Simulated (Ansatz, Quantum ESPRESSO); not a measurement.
# Pt(100), 5 layers, one monolayer of P on bridge sites: vacuum level and surface dipole, part 4 of 6

Aim: the work function of each face of Pt(100), 5 layers, one monolayer of P on bridge sites, and how it moves with functional, pseudopotentials and boundary condition.

Quantum ESPRESSO 7.5; plane-wave DFT, PBE, GBRV ultrasoft pseudopotentials; geometry and cross-check by Ansatz 0.2.0 with PAW datasets.

So far. Step 6 (Valence density): The density integrates to 85.000 electrons, as the 85 of the input ask. Step 7 (Projected density of states): The atomic orbitals miss 0.1 % of the occupied states; for empty states the projections can miss much more.

### 8. SCF with pw.x: open boundaries by the effective screening medium

The effective screening medium with bc1 puts vacuum on both sides and removes the images along the normal. The slab must sit about z = 0, symmetry is kept, and the .esm1 file holds the planar potential.

Contents of esm.in:

```
&control
  prefix = 'esm'
  outdir = './out'
  pseudo_dir = './pseudo'
  calculation = 'scf'
  tprnfor = .true.
/
&system
  ibrav = 0
  nat = 6
  ntyp = 2
  ecutwfc = 40
  ecutrho = 200
  occupations = 'smearing'
  smearing = 'mv'
  degauss = 0.02
  assume_isolated = 'esm'
  esm_bc = 'bc1'
/
&electrons
  conv_thr = 1e-07
  mixing_beta = 0.4
  electron_maxstep = 120
  mixing_mode = 'local-TF'
/
ATOMIC_SPECIES
  Pt  195.0840  pt_pbe_v1.4.uspp.F.UPF
  P   30.9738  p_pbe_v1.5.uspp.F.UPF
CELL_PARAMETERS angstrom
  2.77185858230000 0.00000000000000 0.00000000000000
  0.00000000000000 2.77185858230000 0.00000000000000
  0.00000000000000 0.00000000000000 26.84000000000000
ATOMIC_POSITIONS crystal
  Pt  0.000000000000 0.000000000000 -0.185317790332
  Pt  0.500000000000 0.500000000000 -0.112292455032
  Pt  0.000000000000 0.000000000000 -0.039267119732
  Pt  0.500000000000 0.500000000000 0.036327249088
  Pt  0.000000000000 0.000000000000 0.115488657609
  P   0.500000000000 0.000000000000 0.185317790332
K_POINTS automatic
  10 10 1 0 0 0
```

Launch:

```
OMP_NUM_THREADS=1 mpirun -n 4 pw.x -nk 4 -in esm.in > esm.out
```

Log:

```text
[banner, memory and clock lines left out]
Program PWSCF v.7.5 starts
[citation notice left out]

[...]
Message from routine setup:
[...]
bravais-lattice index     =            0
     lattice parameter (alat)  =       5.2381  a.u.
     unit-cell volume          =    1391.6219 (a.u.)^3
     number of atoms/cell      =            6
     number of atomic types    =            2
     number of electrons       =        85.00
     number of Kohn-Sham states=           52
     kinetic-energy cutoff     =      40.0000  Ry
     charge density cutoff     =     200.0000  Ry
     scf convergence threshold =      1.0E-07
     mixing beta               =       0.4000
     number of iterations used =            8  local-TF  mixing
     Exchange-correlation=  SLA  PW   PBX  PBC
                           (   1   4   3   4   0   0   0)

     Effective Screening Medium Method
     Boundary Conditions: Vacuum-Slab-Vacuum
     total charge in unit cell        =   0.0000
     grid points for fit at edges     =        4

[...]
PseudoPot. # 1 for Pt read from file:
     ./pseudo/pt_pbe_v1.4.uspp.F.UPF
     Pseudo is Ultrasoft + core correction, Zval = 16.0
     Generated by new atomic code, or converted to UPF format
     Using radial grid of  985 points,  6 beta functions with:
                l(1) =   0
                l(2) =   0
                l(3) =   1
                l(4) =   1
                l(5) =   2
                l(6) =   2
     Q(r) pseudized with  8 coefficients,  rinner =    1.300   1.300   1.300
                                                       1.300   1.300

     PseudoPot. # 2 for P  read from file:
     ./pseudo/p_pbe_v1.5.uspp.F.UPF
     Pseudo is Ultrasoft + core correction, Zval =  5.0
     Generated by new atomic code, or converted to UPF format
     Using radial grid of  903 points,  6 beta functions with:
                l(1) =   0
                l(2) =   0
                l(3) =   1
                l(4) =   1
                l(5) =   2
                l(6) =   2
     Q(r) pseudized with  8 coefficients,  rinner =    1.300   1.300   1.300
                                                       1.300   1.300

     atomic species   valence    mass     pseudopotential
     Pt               16.00   195.08400     Pt( 1.00)
     P                 5.00    30.97380     P ( 1.00)

      4 Sym. Ops. (no inversion) found

[...]
number of k points=    36  Marzari-Vanderbilt smearing, width (Ry)=  0.0200
[...]
Dense  grid:    66601 G-vectors     FFT dimensions: (  24,  24, 240)

     Smooth grid:    47617 G-vectors     FFT dimensions: (  24,  24, 216)

     Initial potential from superposition of free atoms

     starting charge      82.4998, renormalised to      85.0000

     negative rho (up, down):  9.611E-01 0.000E+00
     Starting wfcs are   64 randomized atomic wfcs

     per-process dynamical memory:    92.0 Mb

     Self-consistent Calculation

     iteration #  1     ecut=    40.00 Ry     beta= 0.40
     Davidson diagonalization with overlap
     c_bands:  5 eigenvalues not converged
     c_bands:  2 eigenvalues not converged
     c_bands:  1 eigenvalues not converged
     c_bands:  2 eigenvalues not converged
     c_bands:  2 eigenvalues not converged
     ethr =  1.00E-02,  avg # of iterations = 12.5

     negative rho (up, down):  9.792E-01 0.000E+00

     total energy              =   -1057.22087130 Ry
     estimated scf accuracy    <     384.44079855 Ry

     iteration #  2     ecut=    40.00 Ry     beta= 0.40
[...]
negative rho (up, down):  9.287E-01 0.000E+00

[...]
total energy              =   -1068.25870385 Ry
     estimated scf accuracy    <      24.20546196 Ry

     iteration #  3     ecut=    40.00 Ry     beta= 0.40
[...]
negative rho (up, down):  9.024E-01 0.000E+00

[...]
total energy              =   -1068.59056585 Ry
     estimated scf accuracy    <       1.38970907 Ry

     iteration #  4     ecut=    40.00 Ry     beta= 0.40
[...]
c_bands:  4 eigenvalues not converged
     c_bands:  3 eigenvalues not converged
     c_bands:  3 eigenvalues not converged
     c_bands:  1 eigenvalues not converged
     c_bands:  3 eigenvalues not converged
     c_bands:  2 eigenvalues not converged
[...]
negative rho (up, down):  9.006E-01 0.000E+00

[...]
total energy              =   -1068.96035082 Ry
     estimated scf accuracy    <       5.34778942 Ry

     iteration #  5     ecut=    40.00 Ry     beta= 0.40
[...]
negative rho (up, down):  9.019E-01 0.000E+00

[...]
total energy              =   -1068.80815177 Ry
     estimated scf accuracy    <       2.55296699 Ry

     iteration #  6     ecut=    40.00 Ry     beta= 0.40
[...]
negative rho (up, down):  8.942E-01 0.000E+00

[...]
total energy              =   -1068.73327453 Ry
     estimated scf accuracy    <       1.21130828 Ry

[...]
iteration # 35     ecut=    40.00 Ry     beta= 0.40
[...]
negative rho (up, down):  8.965E-01 0.000E+00

[...]
total energy              =   -1068.92404388 Ry
     estimated scf accuracy    <       0.00000860 Ry

     iteration # 36     ecut=    40.00 Ry     beta= 0.40
[...]
negative rho (up, down):  8.965E-01 0.000E+00

[...]
total energy              =   -1068.92397665 Ry
     estimated scf accuracy    <       0.00000037 Ry

     iteration # 37     ecut=    40.00 Ry     beta= 0.40
[...]
negative rho (up, down):  8.965E-01 0.000E+00

[...]
total energy              =   -1068.92400407 Ry
     estimated scf accuracy    <       0.00000049 Ry

     iteration # 38     ecut=    40.00 Ry     beta= 0.40
[...]
negative rho (up, down):  8.965E-01 0.000E+00

[...]
End of self-consistent calculation

          k = 0.0000 0.0000 0.0000 (  6007 PWs)   bands (ev):

   -58.5086 -58.2525 -58.2315 -58.0588 -58.0244 -58.0190 -58.0184 -57.9186
   -57.9152 -57.7538 -57.7013 -57.6822 -57.3789 -57.3776 -57.2982 -18.4655
   -14.8540 -13.5675 -12.4422 -12.0563 -11.6586 -11.5827 -11.1598 -10.5855
    -9.8254  -9.2507  -9.0009  -8.8482  -8.6824  -8.4992  -8.1030  -7.9374
    -7.7060  -7.3979  -7.2374  -7.1480  -6.6648  -6.3586  -6.2447  -6.1614
    -6.0848  -6.0074  -5.5290  -5.2256  -5.1409  -5.1240  -3.9284  -1.2622
    -1.1916  -1.0247  -0.4464   0.2073

          k = 0.0000 0.1000 0.0000 (  5981 PWs)   bands (ev):

   -58.5061 -58.2474 -58.2295 -58.0841 -58.0659 -58.0142 -58.0014 -57.9412
   -57.9182 -57.7518 -57.7235 -57.6809 -57.4008 -57.3773 -57.2962 -18.3098
   -14.6001 -13.3539 -12.2731 -11.8898 -11.4775 -11.4072 -10.9468 -10.4336
    -9.7330  -9.1415  -9.0161  -8.7911  -8.7885  -8.4833  -8.4487  -8.2705
    -7.6464  -7.5550  -7.2040  -7.0613  -6.7570  -6.7423  -6.5587  -6.4314
    -5.9932  -5.8110  -5.7539  -5.3741  -5.0555  -4.8779  -2.8893  -2.6126
    -0.9675  -0.9159  -0.2413   0.4287

[...]
the Fermi energy is    -5.2957 ev

!    total energy              =   -1068.92398242 Ry
     estimated scf accuracy    <       0.00000007 Ry
     smearing contrib. (-TS)   =      -0.00117841 Ry
     internal energy E=F+TS    =   -1068.92280402 Ry

     The total energy is F=E-TS. E is the sum of the following terms:
     one-electron contribution =   22410.35691696 Ry
     hartree contribution      =  -11213.64071988 Ry
     xc contribution           =    -290.32361664 Ry
     ewald contribution        =  -11975.31538447 Ry

     convergence has been achieved in  38 iterations

     negative rho (up, down):  8.965E-01 0.000E+00

     Forces acting on atoms (cartesian axes, Ry/au):

     atom    1 type  1   force =     0.00000000    0.00000000   -0.00240757
     atom    2 type  1   force =     0.00000000    0.00000000   -0.01200770
     atom    3 type  1   force =     0.00000000    0.00000000    0.01553665
     atom    4 type  1   force =     0.00000000    0.00000000   -0.00068845
     atom    5 type  1   force =     0.00000000    0.00000000    0.00112777
     atom    6 type  2   force =     0.00000000    0.00000000   -0.00147251

     Total force =     0.019882     Total SCF correction =     0.001308

[...]
```

Elapsed: 3.7 min, on 4 MPI ranks of Arm Neoverse V2, shared host; peak memory 0.71 GiB; 15 min of CPU time.

Numbers from this step:

| Item | Value |
| --- | --- |
| free energy | -14543.4517 eV |
| Fermi energy | -5.296 eV |
| vacuum line at the lower end of the cell, over the Fermi level | 5.667 eV |
| vacuum line at the upper end of the cell, over the Fermi level | 4.924 eV |

Electrostatic potential energy of an electron; zero at the Fermi level. Table of potential energy, planar mean by z:

| z (Å) | potential energy, planar mean (eV) |
| --- | --- |
| -13.0 | 5.67 |
| -12.5 | 5.67 |
| -12.0 | 5.67 |
| -11.5 | 5.67 |
| -11.0 | 5.67 |
| -10.5 | 5.67 |
| -10.0 | 5.67 |
| -9.5 | 5.67 |
| -9.0 | 5.67 |
| -8.5 | 5.66 |
| -8.0 | 5.65 |
| -7.5 | 5.61 |
| -7.0 | 5.44 |
| -6.5 | 4.74 |
| -6.0 | 1.87 |
| -5.5 | -10.4 |
| -5.0 | -20.8 |
| -4.5 | -12.9 |
| -4.0 | -2.45 |
| -3.5 | -13.0 |
| -3.0 | -21.3 |
| -2.5 | -12.1 |
| -2.0 | -2.72 |
| -1.5 | -14.1 |
| -1.0 | -21.2 |
| -0.5 | -10.5 |
| 0.0 | -1.83 |
| 0.5 | -12.9 |
| 1.0 | -21.1 |
| 1.5 | -11.2 |
| 2.0 | -1.15 |
| 2.5 | -9.10 |
| 3.0 | -21.0 |
| 3.5 | -15.6 |
| 4.0 | -2.99 |
| 4.5 | -8.68 |
| 5.0 | -16.4 |
| 5.5 | -6.26 |
| 6.0 | 2.15 |
| 6.5 | 4.31 |
| 7.0 | 4.79 |
| 7.5 | 4.89 |
| 8.0 | 4.92 |
| 8.5 | 4.92 |
| 9.0 | 4.92 |
| 9.5 | 4.92 |
| 10.0 | 4.92 |
| 10.5 | 4.92 |
| 11.0 | 4.92 |
| 11.5 | 4.92 |
| 12.0 | 4.92 |
| 12.5 | 4.92 |
| 13.0 | 4.92 |

The vacuum levels are read from the outermost 0.7 Å of the cell on either side.

The run needed 38 iterations to bring the estimated error under 1e-07 Ry; the largest force on any atom, held or free, is 0.40 eV/Å.

The upper level is 4.924 eV against 4.919 eV from the periodic run.

### 9. Self-consistent run: Wu-Cohen, GBRV ultrasoft

The geometry stays; functional or pseudopotentials change.

Level of this step: plane-wave DFT, Wu-Cohen, GBRV ultrasoft pseudopotentials made under PBE (Quantum ESPRESSO 7.5). input_dft overrides the functional of the files.

gbrv-wc.in, as its differences from the input of step 8:

```diff
@@ -1,3 +1,3 @@
 &control
-  prefix = 'esm'
+  prefix = 'gbrv-wc'
   outdir = './out'
@@ -13,2 +13,3 @@
   ecutrho = 200
+  input_dft = 'wc'
   occupations = 'smearing'
```

Launch:

```
OMP_NUM_THREADS=1 mpirun -n 4 pw.x -nk 4 -in gbrv-wc.in > gbrv-wc.out
```

Log:

```text
[banner, memory and clock lines left out]
Program PWSCF v.7.5 starts
[citation notice left out]

[...]
Message from routine setup:
[...]
bravais-lattice index     =            0
     lattice parameter (alat)  =       5.2381  a.u.
     unit-cell volume          =    1391.6219 (a.u.)^3
     number of atoms/cell      =            6
     number of atomic types    =            2
     number of electrons       =        85.00
     number of Kohn-Sham states=           52
     kinetic-energy cutoff     =      40.0000  Ry
     charge density cutoff     =     200.0000  Ry
     scf convergence threshold =      1.0E-07
     mixing beta               =       0.4000
     number of iterations used =            8  local-TF  mixing
     Exchange-correlation= WC
                           (   1   4  11   4   0   0   0)

     Effective Screening Medium Method
     Boundary Conditions: Vacuum-Slab-Vacuum
     total charge in unit cell        =   0.0000
     grid points for fit at edges     =        4

[...]
PseudoPot. # 1 for Pt read from file:
     ./pseudo/pt_pbe_v1.4.uspp.F.UPF
     Pseudo is Ultrasoft + core correction, Zval = 16.0
     Generated by new atomic code, or converted to UPF format
     Using radial grid of  985 points,  6 beta functions with:
                l(1) =   0
                l(2) =   0
                l(3) =   1
                l(4) =   1
                l(5) =   2
                l(6) =   2
     Q(r) pseudized with  8 coefficients,  rinner =    1.300   1.300   1.300
                                                       1.300   1.300

     PseudoPot. # 2 for P  read from file:
     ./pseudo/p_pbe_v1.5.uspp.F.UPF
     Pseudo is Ultrasoft + core correction, Zval =  5.0
     Generated by new atomic code, or converted to UPF format
     Using radial grid of  903 points,  6 beta functions with:
                l(1) =   0
                l(2) =   0
                l(3) =   1
                l(4) =   1
                l(5) =   2
                l(6) =   2
     Q(r) pseudized with  8 coefficients,  rinner =    1.300   1.300   1.300
                                                       1.300   1.300

     atomic species   valence    mass     pseudopotential
     Pt               16.00   195.08400     Pt( 1.00)
     P                 5.00    30.97380     P ( 1.00)

      4 Sym. Ops. (no inversion) found

[...]
number of k points=    36  Marzari-Vanderbilt smearing, width (Ry)=  0.0200
[...]
Dense  grid:    66601 G-vectors     FFT dimensions: (  24,  24, 240)

     Smooth grid:    47617 G-vectors     FFT dimensions: (  24,  24, 216)

     Initial potential from superposition of free atoms

     starting charge      82.4998, renormalised to      85.0000

     negative rho (up, down):  9.611E-01 0.000E+00
     Starting wfcs are   64 randomized atomic wfcs

     per-process dynamical memory:    96.2 Mb

     Self-consistent Calculation

     iteration #  1     ecut=    40.00 Ry     beta= 0.40
     Davidson diagonalization with overlap
     c_bands:  5 eigenvalues not converged
     c_bands:  1 eigenvalues not converged
     c_bands:  5 eigenvalues not converged
     c_bands:  1 eigenvalues not converged
     c_bands:  2 eigenvalues not converged
     c_bands:  1 eigenvalues not converged
     c_bands:  3 eigenvalues not converged
     ethr =  1.00E-02,  avg # of iterations = 12.4

     negative rho (up, down):  9.719E-01 0.000E+00

     total energy              =   -1057.61424165 Ry
     estimated scf accuracy    <     381.72914061 Ry

     iteration #  2     ecut=    40.00 Ry     beta= 0.40
[...]
c_bands:  3 eigenvalues not converged
[...]
negative rho (up, down):  9.197E-01 0.000E+00

[...]
total energy              =   -1067.58611379 Ry
     estimated scf accuracy    <      18.78946700 Ry

     iteration #  3     ecut=    40.00 Ry     beta= 0.40
[...]
negative rho (up, down):  8.934E-01 0.000E+00

[...]
total energy              =   -1067.87814161 Ry
     estimated scf accuracy    <       2.26313084 Ry

     iteration #  4     ecut=    40.00 Ry     beta= 0.40
[...]
negative rho (up, down):  8.851E-01 0.000E+00

[...]
total energy              =   -1067.93443279 Ry
     estimated scf accuracy    <       1.40974040 Ry

     iteration #  5     ecut=    40.00 Ry     beta= 0.40
[...]
c_bands:  1 eigenvalues not converged
     c_bands:  1 eigenvalues not converged
[...]
negative rho (up, down):  8.843E-01 0.000E+00

[...]
total energy              =   -1068.03008819 Ry
     estimated scf accuracy    <       1.05936085 Ry

     iteration #  6     ecut=    40.00 Ry     beta= 0.40
[...]
negative rho (up, down):  8.859E-01 0.000E+00

[...]
total energy              =   -1068.13486109 Ry
     estimated scf accuracy    <       0.69406862 Ry

[...]
iteration # 42     ecut=    40.00 Ry     beta= 0.40
[...]
negative rho (up, down):  8.943E-01 0.000E+00

[...]
total energy              =   -1068.24297138 Ry
     estimated scf accuracy    <       0.00000169 Ry

     iteration # 43     ecut=    40.00 Ry     beta= 0.40
[...]
negative rho (up, down):  8.943E-01 0.000E+00

[...]
total energy              =   -1068.24295871 Ry
     estimated scf accuracy    <       0.00000016 Ry

     iteration # 44     ecut=    40.00 Ry     beta= 0.40
[...]
negative rho (up, down):  8.943E-01 0.000E+00

[...]
total energy              =   -1068.24295071 Ry
     estimated scf accuracy    <       0.00000093 Ry

     iteration # 45     ecut=    40.00 Ry     beta= 0.40
[...]
negative rho (up, down):  8.943E-01 0.000E+00

[...]
End of self-consistent calculation

          k = 0.0000 0.0000 0.0000 (  6007 PWs)   bands (ev):

   -58.5294 -58.2793 -58.2494 -58.0734 -58.0501 -58.0441 -58.0436 -57.9430
   -57.9397 -57.7790 -57.7243 -57.7050 -57.4078 -57.4066 -57.3279 -18.5501
   -14.9891 -13.6965 -12.5611 -12.1624 -11.7735 -11.6857 -11.2598 -10.6853
    -9.9234  -9.3477  -9.0871  -8.9393  -8.7755  -8.5910  -8.1864  -8.0290
    -7.7930  -7.4848  -7.3203  -7.2255  -6.7381  -6.4219  -6.3477  -6.2406
    -6.1628  -6.0746  -5.5930  -5.2907  -5.2157  -5.1985  -4.0152  -1.3190
    -1.1901  -1.0857  -0.4360   0.2413

          k = 0.0000 0.1000 0.0000 (  5981 PWs)   bands (ev):

   -58.5268 -58.2742 -58.2474 -58.0999 -58.0907 -58.0394 -58.0267 -57.9658
   -57.9425 -57.7769 -57.7466 -57.7036 -57.4299 -57.4062 -57.3258 -18.3939
   -14.7349 -13.4824 -12.3906 -11.9951 -11.5916 -11.5096 -11.0475 -10.5337
    -9.8312  -9.2380  -9.1032  -8.8845  -8.8791  -8.5751  -8.5357  -8.3599
    -7.7328  -7.6411  -7.2910  -7.1410  -6.8306  -6.8285  -6.6352  -6.4975
    -6.0768  -5.8781  -5.8252  -5.4415  -5.1274  -4.9636  -2.9652  -2.6773
    -0.9762  -0.9672  -0.2284   0.4621

[...]
the Fermi energy is    -5.3713 ev

!    total energy              =   -1068.24294547 Ry
     estimated scf accuracy    <       0.00000002 Ry
     smearing contrib. (-TS)   =      -0.00118721 Ry
     internal energy E=F+TS    =   -1068.24175826 Ry

     The total energy is F=E-TS. E is the sum of the following terms:
     one-electron contribution =   22410.42151227 Ry
     hartree contribution      =  -11213.83435853 Ry
     xc contribution           =    -289.51352753 Ry
     ewald contribution        =  -11975.31538447 Ry

     convergence has been achieved in  45 iterations

     negative rho (up, down):  8.943E-01 0.000E+00

     Forces acting on atoms (cartesian axes, Ry/au):

     atom    1 type  1   force =     0.00000000    0.00000000    0.01305496
     atom    2 type  1   force =     0.00000000    0.00000000   -0.01218045
     atom    3 type  1   force =     0.00000000    0.00000000    0.01494980
     atom    4 type  1   force =     0.00000000    0.00000000   -0.00222251
     atom    5 type  1   force =     0.00000000    0.00000000   -0.00253417
     atom    6 type  2   force =     0.00000000    0.00000000   -0.01121648

     Total force =     0.026067     Total SCF correction =     0.001767

[...]
```

Elapsed: 4.4 min, on 4 MPI ranks; peak memory 0.71 GiB.

Numbers from this step:

```
free energy                                                    : -14534.1857 eV
Fermi energy                                                   : -5.371 eV
vacuum line at the lower end of the cell, over the Fermi level : 5.796 eV
vacuum line at the upper end of the cell, over the Fermi level : 4.947 eV
```

The potential energy, planar mean oscillates, so the rows of the table below give means over windows of 2.02 Å about each position, cut where the curve ends. Its maxima inside the range that stand out by 2 % of the span (Å: eV): -4.0: -2.20, -2.0: -2.48, 0.0: -1.66, 2.0: -0.939, 4.0: -2.61. Its minima: -4.9: -20.7, -3.0: -21.2, -1.0: -21.2, 1.0: -21.0, 3.1: -21.3, 4.9: -16.4.

Electrostatic potential energy of an electron; zero at the Fermi level. Table of potential energy, planar mean by z; means over each step:

| z (Å) | potential energy, planar mean (eV) |
| --- | --- |
| -12.41 | 5.80 |
| -10.39 | 5.80 |
| -8.37 | 5.78 |
| -6.35 | 1.51 |
| -4.33 | -12.0 |
| -2.31 | -12.4 |
| -0.29 | -11.6 |
| 1.73 | -10.6 |
| 3.75 | -11.9 |
| 5.77 | -3.71 |
| 7.79 | 4.91 |
| 9.81 | 4.95 |
| 11.83 | 4.95 |

The upper face goes from 4.924 eV (PBE, GBRV) to 4.947 eV, a change of +0.023 eV.

(Part 4 of 6 ends here.)

[Logs are printed without paths, hosts, clocks, repeated set-up lines and the standing remarks that a program may print on its own settings, such as how far it seeks lower states.]

[Hosts, paths, dates, database ids (printed as entryN), source tags and the programs' standing remarks are cut or masked in the printed files.]

[Maps of the electrostatic potential energy from Ansatz leave out the sawtooth potential of an applied field or a dipole correction, so their vacuum need not be flat; planar profiles and work functions include it.]
